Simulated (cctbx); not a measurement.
# A disordered crystal of nominal FeAg4

Cell a = 6.5880 Å, b = 6.5880 Å, c = 4.0910 Å, α = 90.00°, β = 90.00°, γ = 90.00°; space group I4/m (no. 87); nominal formula FeAg4.

The data are simulated with cctbx, not measured: Ga Kα, λ = 1.3414 Å, to d = 0.83 Å, 50 % of the full sphere, strongest reflection 40000 counts, noise from counting, a 4 % proportional error and a noise floor of 15 counts (s.d.); no absorption.

With every site full:

```text
Rint 0.026, 93 unique reflections to 0.83 A
cycle     R1     wR2    GooF  max shift (A)
   1  0.1019  0.2447   6.376   0.00101
   2  0.0208  0.0492   1.282   0.00000
final R1 0.0208 wR2 0.0492 GooF 1.282  parameters 8  data/parameter 11.6
atom        x        y        z      Ueq    occ   su(xyz)  su(Uiso or U11)
Ag1    0.10337  0.70575  0.50000   0.0055  1.000  0.00008  0.0004
Fe1    0.00000  0.00000  0.00000   0.0043  1.000  0.00000  0.0008
difference map: max 1.48 min -1.26 rms 0.33
Q1    0.0771  0.6764  0.5000    8    1.54  0.26 A from Ag1
Q2    0.0000  0.0000  0.0000    2    1.32  0.00 A from Fe1
Q3    0.1931  0.2832  0.1325   16    0.74  0.93 A from Ag1
Q4    0.0000  0.5000  0.0906    8    0.71  1.56 A from Ag1
Q5    0.0630  0.6184  0.0000    8    0.49  1.74 A from Ag1
Q6    0.1189  0.7761  0.1292   16    0.44  1.59 A from Ag1
```

With the occupancies of the suspect sites free, each still typed as its main element:

```text
Rint 0.026, 93 unique reflections to 0.83 A
cycle     R1     wR2    GooF  max shift (A)
   1  0.0530  0.1349   3.537   0.00054
   4  0.0130  0.0347   0.909   0.00001
final R1 0.0130 wR2 0.0347 GooF 0.909  parameters 9  data/parameter 10.3
atom        x        y        z      Ueq    occ   su(xyz)  su(Uiso or U11)
Ag1    0.10329  0.70566  0.50000   0.0066  0.931  0.00006  0.0003
Fe1    0.00000  0.00000  0.00000   0.0096  1.000  0.00000  0.0008
su of occupancy Ag1: 0.007
difference map: max 0.78 min -0.74 rms 0.20
Q1    0.1904  0.2722  0.1412   16    0.81  1.01 A from Ag1
Q2    0.0000  0.5000  0.0877    8    0.58  1.56 A from Ag1
Q3    0.0601  0.1165  0.1536   16    0.58  1.07 A from Fe1
Q4    0.0897  0.0891  0.5000    8    0.49  1.35 A from Ag1
Q5    0.0627  0.6177  0.0000    8    0.47  1.73 A from Ag1
Q6    0.0339  0.6876  0.3207   16    0.42  0.87 A from Ag1
```

**Question.** What is the disorder?

X-rays count electrons. Ag1 refines to 0.931(0.007), or 43.8 electrons; the site truly holds 0.94 Ag, 44.2 electrons, which is 0.940 of Ag. A value under 1 can't tell vacancies from a lighter guest, and one over 1 needs a heavier guest; chemistry or a second radiation must settle which. Occupancy correlates with U and the scale, so the match is approximate.

Freeing them takes R1 from 0.0208 to 0.0130 and GooF from 1.28 to 0.91.

The model was made for the exercise: a known structure type with other elements put in, its volume estimated, not relaxed; displacement parameters are assumed.

[Middle refinement cycles are left out of these outputs.]

[Logs are printed without paths, hosts, clocks, repeated set-up lines and the standing remarks that a program may print on its own settings, such as how far it seeks lower states.]
